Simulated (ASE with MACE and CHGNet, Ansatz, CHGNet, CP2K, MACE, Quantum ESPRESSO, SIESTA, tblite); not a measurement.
# Running twisted Zr2CO2 MXene bilayer, 38.21° (70 atoms) with machine-learned potentials

Wanted: machine-learned potentials inputs and outputs for twisted Zr2CO2 MXene bilayer, 38.21° (70 atoms), checked against a plane-wave reference.

Calculated with ASE with MACE and CHGNet; the method is named at each step.

## (1) Starting point

The cell holds 70 atoms: 14 C, 28 Zr and 28 O. Cell: a = 8.757 Å, b = 8.757 Å, c = 28.150 Å, α = 90.0°, β = 90.0°, γ = 120.0°. It derives from Zr2CO2 (Zr2CO2 MXene). Zr2CO2 MXene (a = 3.31 Å) under Zr2CO2 MXene (a = 3.31 Å), bilayer, commensurate cell of 7 unit cells a layer, twist 38.21 deg; facing planes 2.95 Å apart; 16 Å of vacuum; layers as built, displaced by a Gaussian of 0.01 Å. Then every atom was moved at random, 0.02 Å r.m.s. a Cartesian component. Regions: layer 1, 35 atoms (7 C, 14 Zr and 14 O); layer 2, 35 atoms (7 C, 14 Zr and 14 O). Vacuum lies along c.

The yardstick, on the same geometry:

| Quantity | Value |
| --- | --- |
| method | Kohn-Sham DFT, PBE, PAW, plane waves (Ansatz 0.2.0); cutoff 420 eV, Γ point, fermi-dirac smearing of 0.05 eV; PAW set soft_2 |
| r.m.s. force component | 0.4491 eV/Å |
| longest force | 1.853 eV/Å |
| gap (highest filled to lowest empty level) | 1.422 eV |
| SCF cycles | 11 |
| time | 17 s on 4 threads of Intel Xeon Platinum 8375C at 2.90GHz (Ice Lake), shared host |
| CPU time | 61 s |

## (2) MACE MP-0b3 medium potential

Method: machine-learned interatomic potential MACE MP-0b3 medium, trained on PBE(+U) plane-wave data.

File run.py:

```python
import numpy as np
from ase.io import read
import mlip  # loads the published weights by name

atoms = read("structure.xyz")
atoms.calc = mlip.calc("mace-mp-0b3-medium")
energy = atoms.get_potential_energy()
forces = atoms.get_forces()
print(f"energy {energy:.6f} eV")
print("forces (eV/A)")
for i, (a, f) in enumerate(zip(atoms, forces)):
    print(f"{i:4d} {a.symbol:2s} {f[0]:10.5f} {f[1]:10.5f} {f[2]:10.5f}")
```

File structure.xyz:

```xyz
70
Lattice="8.75740 0.00000 0.00000 -4.37870 7.58413 0.00000 0.00000 0.00000 28.15000" Properties=species:S:1:pos:R:3 pbc="T T T"
C 4.34477 7.58405 10.28179
Zr 0.64130 1.82140 11.64397
Zr 1.87500 0.36973 8.95423
O 1.87076 0.35433 12.63062
O 0.60557 1.78227 7.98221
C -0.63027 3.26193 10.28263
Zr -0.04322 5.07022 11.64847
Zr 1.25997 3.59040 8.93622
O 1.20405 3.58896 12.57545
O -0.05206 5.07295 8.00670
C -1.20935 6.50332 10.31726
Zr 3.75487 0.73710 11.64453
Zr 0.62164 6.85856 8.88808
O 0.64533 6.83588 12.58305
O 3.76485 0.71981 8.03682
C 2.45522 2.20273 10.29811
Zr 3.10380 3.96058 11.68760
Zr 4.40300 2.53151 8.96127
O 4.32550 2.52726 12.58361
O 3.16497 4.00207 8.00333
C 1.86839 5.40506 10.29417
Zr 2.52922 7.25619 11.66508
Zr 3.77396 5.74687 8.92383
O 3.75434 5.77539 12.62781
O 2.52217 7.22047 7.99910
C 5.60802 1.08339 10.28291
Zr 6.27244 2.86035 11.68760
Zr 7.50859 1.46237 8.91623
O 7.48749 1.44751 12.63879
O 6.25112 2.91064 7.96279
C 5.01024 4.34411 10.25364
Zr -3.10656 6.16218 11.66902
Zr -1.88477 4.69746 9.00096
O -1.87277 4.70717 12.59656
O -3.06316 6.10978 7.97489
C -2.07410 4.86112 17.86934
Zr 5.44741 3.42143 19.20252
Zr 4.79095 5.22888 16.49224
O 4.80821 5.26528 20.13260
O 5.40196 3.39170 15.58018
C 4.17667 7.00288 17.85301
Zr 2.92808 5.61521 19.21998
Zr 2.28415 7.39460 16.48154
O 2.34992 7.39445 20.16779
O 2.91113 5.61377 15.52782
C 3.54815 3.80845 17.82345
Zr 2.32102 2.34054 19.23968
Zr 1.65594 4.17779 16.45593
O 1.66601 4.17400 20.16413
O 2.33188 2.31551 15.55147
C 6.07707 1.64993 17.84063
Zr 4.77265 0.22639 19.22701
Zr 4.18783 1.97028 16.45058
O 4.12684 1.98719 20.14301
O 4.82651 0.17754 15.54302
C 0.99953 5.98926 17.86568
[... 10 atom lines left out ...]
Zr -2.73064 6.69375 19.21237
Zr 1.02116 0.89895 16.46099
O 1.01183 0.92739 20.12641
O -2.72456 6.69155 15.53598
```

Started as:

```console
$ OMP_NUM_THREADS=1 python run.py > output.txt
```

Output:

```text
energy -656.298598 eV
forces (eV/A)
   0 C     0.37176    0.00970    0.19270
   1 Zr   -0.27493   -0.36725    0.13038
   2 Zr   -0.11150   -0.21381   -0.39285
   3 O     0.03217    0.08778   -0.10264
   4 O     0.23230    0.10099   -0.10898
   5 C    -0.02196   -0.32666    0.27145
   6 Zr    0.66312    0.02596    0.20675
   7 Zr   -0.12178    0.40425   -0.40175
   8 O     0.21660    0.28387    0.39093
   9 O     0.44047   -0.16175   -0.15770
  10 C    -0.48013    0.20201   -0.12134
  11 Zr    0.03777   -0.36128    0.20239
  12 Zr    0.26904   -0.19013    0.05564
  13 O    -0.09657    0.28769    0.12595
  14 O    -0.22447    0.11690   -0.36931
  15 C     0.38606   -0.35959   -0.03989
  16 Zr    0.01453    0.61531   -0.08623
  17 Zr   -0.02166    0.07130   -0.43663
  18 O     0.43632    0.09140    0.26666
  19 O    -0.38031   -0.40119   -0.28927
  20 C     0.16242    0.08673   -0.09401
  21 Zr   -0.22911   -0.57921   -0.00014
  22 Zr    0.02733    0.52321   -0.14334
  23 O     0.02957   -0.00920   -0.19317
[...]
62 Zr    0.08012    0.02084    0.04922
  63 O    -0.23101   -0.01438   -0.15798
  64 O    -0.07056   -0.24948   -0.13343
  65 C    -0.06444   -0.09075   -0.08935
  66 Zr    0.32455   -0.02469    0.16702
  67 Zr    0.14940    0.15436    0.15164
  68 O     0.23109   -0.05973    0.19972
  69 O     0.06546   -0.03698   -0.07051
```

It took 14 s on 1 thread of Intel Xeon Platinum 8375C at 2.90GHz (Ice Lake), shared host; peak memory 0.98 GiB.

Banners, paths, timers and routine set-up lines are dropped from the logs unmarked, and long logs keep their key lines alone; longer cuts are marked.

Against the reference:

```
r.m.s. force component                  : 0.2681 eV/Å
r.m.s. difference of force components   : 275.5 meV/Å
longest difference of force vectors     : 1037 meV/Å
force difference over r.m.s. force      : 61.35 %
slope of forces against the reference's : 0.49
correlation of force components         : 0.8207
```

Length of the force difference by element (eV/Å):

```tsv
element	atoms	mean	most
C	14	0.21	0.39
O	28	0.23	0.49
Zr	28	0.67	1.0
```

A closer look about C31, which bears the longest force: 13 atoms, nearest first, numbered in the order of the input, with positions taken from that point.

```tsv
atom	x	y	z	distance (Å)	bonds	Fx	Fy	Fz (eV/Å)
C31	0.00	0.00	0.00	0.00	6	-0.17	-0.10	0.93
Zr33	1.86	0.35	-1.25	2.27	6	0.08	-0.11	-0.81
Zr23	-1.24	1.40	-1.33	2.29	6	0.03	0.52	-0.14
Zr18	-0.61	-1.81	-1.29	2.31	6	-0.02	0.07	-0.44
Zr32	0.64	1.82	1.42	2.39	6	-0.47	-0.11	0.11
Zr17	-1.91	-0.38	1.43	2.42	6	0.01	0.62	-0.09
Zr27	1.26	-1.48	1.43	2.42	6	-0.31	0.27	-0.15
O20	-1.85	-0.34	-2.25	2.93	3	-0.38	-0.40	-0.29
O35	0.68	1.77	-2.28	2.96	3	-0.36	0.42	0.14
O30	1.24	-1.43	-2.29	2.97	3	0.00	-0.15	0.15
O34	1.87	0.36	2.34	3.02	3	-0.27	-0.19	0.26
O19	-0.68	-1.82	2.33	3.03	3	0.44	0.09	0.27
O24	-1.26	1.43	2.37	3.04	3	0.03	-0.01	-0.19
```

Atoms are counted from 1 here, from 0 in the log.

Forces lie 61 % from the reference's, at 0.19 times its CPU time (on 1 against 4 cores).

The difference per atom is largest on Zr (0.67 eV/Å on average, against 0.23 on O).

## (3) MACE MP-0b2 small potential

Method: machine-learned interatomic potential MACE MP-0b2 small, trained on PBE(+U) plane-wave data.

run.py: that of step 2 with these lines changed.

```diff
@@ -5,3 +5,3 @@
 atoms = read("structure.xyz")
-atoms.calc = mlip.calc("mace-mp-0b3-medium")
+atoms.calc = mlip.calc("mace-mp-0b2-small")
 energy = atoms.get_potential_energy()
```

structure.xyz is that of step 2.

Output:

```text
energy -647.931550 eV
forces (eV/A)
   0 C     0.46716    0.03615    0.15075
   1 Zr   -0.24072   -0.31621   -0.35113
   2 Zr   -0.13763   -0.24318    0.30329
   3 O     0.00152    0.10486   -0.00376
   4 O     0.21372    0.10398   -0.24641
   5 C    -0.09986   -0.31766    0.17841
   6 Zr    0.67556    0.05058   -0.35923
   7 Zr   -0.11016    0.42930    0.38073
   8 O     0.25962    0.26992    0.51499
   9 O     0.42701   -0.11126   -0.28775
  10 C    -0.58150    0.18286   -0.10634
  11 Zr    0.06543   -0.40885   -0.30521
  12 Zr    0.29594   -0.20615    0.69354
  13 O    -0.08695    0.23969    0.21400
  14 O    -0.20922    0.08152   -0.48194
  15 C     0.32633   -0.40579   -0.10207
  16 Zr    0.00752    0.64472   -0.53897
  17 Zr    0.00471    0.08843    0.28174
  18 O     0.42139    0.05595    0.41199
  19 O    -0.34454   -0.38225   -0.40752
  20 C     0.16733    0.04732   -0.18767
  21 Zr   -0.22090   -0.61563   -0.43625
  22 Zr    0.00804    0.51331    0.54032
  23 O     0.06583    0.01115   -0.13082
[...]
62 Zr    0.10825    0.00232    0.57406
  63 O    -0.23621   -0.03308    0.00412
  64 O    -0.02477   -0.27640   -0.20375
  65 C    -0.06518   -0.10634    0.02318
  66 Zr    0.30216   -0.06957   -0.53191
  67 Zr    0.15018    0.18353    0.56391
  68 O     0.21679   -0.05263    0.31997
  69 O     0.04224   -0.06681   -0.18444
```

Run time: 13 s. Hardware: 1 thread; peak memory 0.67 GiB.

Compared with the plane-wave run:

```yaml
r_m_s_force_component: 0.3227 eV/Å
r_m_s_difference_of_force_components: 476.5 meV/Å
longest_difference_of_force_vectors: 1825 meV/Å
force_difference_over_r_m_s_force: 106.1 %
slope_of_forces_against_the_reference_s: 0.1953
correlation_of_force_components: 0.2717
```

Against the first run (61 %), the force difference from the reference is 106 %, at 0.95 times the CPU time.

The difference per atom is largest on Zr (1.2 eV/Å on average, against 0.33 on O).

## (4) CHGNet r2SCAN potential

Method: machine-learned interatomic potential CHGNet r2SCAN, trained on r2SCAN plane-wave data.

run.py: that of step 3 with these lines changed.

```diff
@@ -5,3 +5,3 @@
 atoms = read("structure.xyz")
-atoms.calc = mlip.calc("mace-mp-0b2-small")
+atoms.calc = mlip.calc("chgnet-r2scan")
 energy = atoms.get_potential_energy()
```

structure.xyz is that of step 3.

Output:

```text
CHGNet vr2scan initialized with 412,525 parameters
CHGNet will run on cpu
energy -1120.785156 eV
forces (eV/A)
   0 C     0.23028    0.05774    0.20039
   1 Zr   -0.13563   -0.17057   -0.07449
   2 Zr   -0.06829   -0.13866   -0.16177
   3 O     0.02593    0.06183   -0.00021
   4 O     0.14162    0.06834   -0.00718
   5 C    -0.05837   -0.23996    0.21848
   6 Zr    0.43881    0.14465   -0.14926
   7 Zr   -0.05407    0.21702   -0.10581
   8 O     0.13508    0.08463    0.42973
   9 O     0.20509   -0.13696   -0.13457
  10 C    -0.34302    0.11996    0.05800
  11 Zr    0.03995   -0.32042   -0.03082
  12 Zr    0.23839   -0.17614    0.19264
  13 O    -0.06097    0.18301    0.18399
  14 O    -0.20265    0.10321   -0.25668
  15 C     0.12184   -0.21396    0.02774
  16 Zr   -0.02851    0.43198   -0.20804
  17 Zr    0.07501    0.02765   -0.11694
  18 O     0.23795    0.02479    0.33948
  19 O    -0.20601   -0.25359   -0.19375
  20 C     0.11124    0.00722   -0.00830
  21 Zr   -0.11887   -0.38522   -0.14356
  22 Zr   -0.00367    0.30066    0.01996
  23 O     0.05000    0.03340   -0.07652
[...]
62 Zr    0.12501   -0.04671    0.21754
  63 O    -0.14019   -0.01242   -0.10037
  64 O    -0.04178   -0.17113   -0.09475
  65 C    -0.01634   -0.06003   -0.06671
  66 Zr    0.19140    0.00821   -0.01140
  67 Zr    0.08318    0.13005    0.21250
  68 O     0.12352   -0.03422    0.15528
  69 O     0.05052   -0.03669   -0.13931
```

The job ended after 5.8 s (1 thread; peak memory 0.89 GiB).

Compared with the plane-wave run:

| Item | Value |
| --- | --- |
| r.m.s. force component | 0.1804 eV/Å |
| r.m.s. difference of force components | 367.6 meV/Å |
| longest difference of force vectors | 1550 meV/Å |
| force difference over r.m.s. force | 81.85 % |
| slope of forces against the reference's | 0.2457 |
| correlation of force components | 0.6118 |

Against the first run (61 %), the force difference from the reference is 82 %, at 0.48 times the CPU time; this potential was trained at another functional than the reference's, which explains only part of so large a difference.

The difference per atom is largest on Zr (0.88 eV/Å on average, against 0.34 on C).

## (5) Side by side

Differences are against the plane-wave reference, forces as r.m.s. over components; share is that over the reference's r.m.s. force, slope the least-squares factor from reference forces to these. Total energies of different programs have different zeros and aren't compared.

```tsv
run	Δ force, r.m.s. (meV/Å)	share (%)	slope	cores	CPU time	memory (GiB)
reference	-	-	-	4	61 s	2.2
MACE MP-0b3 medium potential	276	61.4	0.490	1	11 s	0.98
MACE MP-0b2 small potential	476	106	0.195	1	11 s	0.67
CHGNet r2SCAN potential	368	81.8	0.246	1	5.5 s	0.89
```

Times of the machine-learned potentials are mostly Python's start and the loading of weights.

CPU time is summed over cores on a shared host, where runs went side by side, so it is rough. Symmetry, cutoffs, thresholds, outputs and thread counts weren't matched or tuned between programs; memory under MPI is the largest rank's times the ranks.

A second geometry, displaced anew (every atom was moved at random, 0.06 Å r.m.s. a Cartesian component), gives an energy difference that all programs can be tested on. The reference puts it at 47.84 meV/atom.

```tsv
run	energy less the first geometry's (meV/atom)	error (meV/atom)	force share at the second geometry (%)
MACE MP-0b3 medium potential	42.29	-5.55	36.5
MACE MP-0b2 small potential	41.78	-6.06	54.3
CHGNet r2SCAN potential	25.84	-22.0	55.7
```

## (6) Summary of results

| Property | Result |
| --- | --- |
| nearest in forces | MACE MP-0b3 medium potential, 61 % |
| its CPU time | 11 s |

In words: Machine-learned potentials differ by 61 % (MACE MP-0b3 medium potential) to 106 % (MACE MP-0b2 small potential); they were trained on other programs' data, some at another functional. Among those trained on PBE data the slope goes as low as 0.20, with a correlation of 0.27, so directions differ as well as sizes. The energy difference between the two geometries, 47.8 meV/atom in the reference, is met best by MACE MP-0b3 medium potential (-5.55) and worst by CHGNet r2SCAN potential (-22). Machine-learned potentials mimic data converged in k, so the reference's own k-point error enters their differences. The reference's PBE has no dispersion term, which matters for the binding between molecules or layers. The electronic-structure runs sample only Γ, in a cell whose shortest periodic width is 8 Å.

[Also dropped from logs without a mark: logging warnings of Python, and SIESTA's first energy breakdown and zero terms.]

[Logs are printed without paths, hosts, clocks, repeated set-up lines and the standing remarks that a program may print on its own settings, such as how far it seeks lower states.]

[Hosts, paths, dates, database ids (printed as entryN), source tags and the programs' standing remarks are cut or masked in the printed files.]
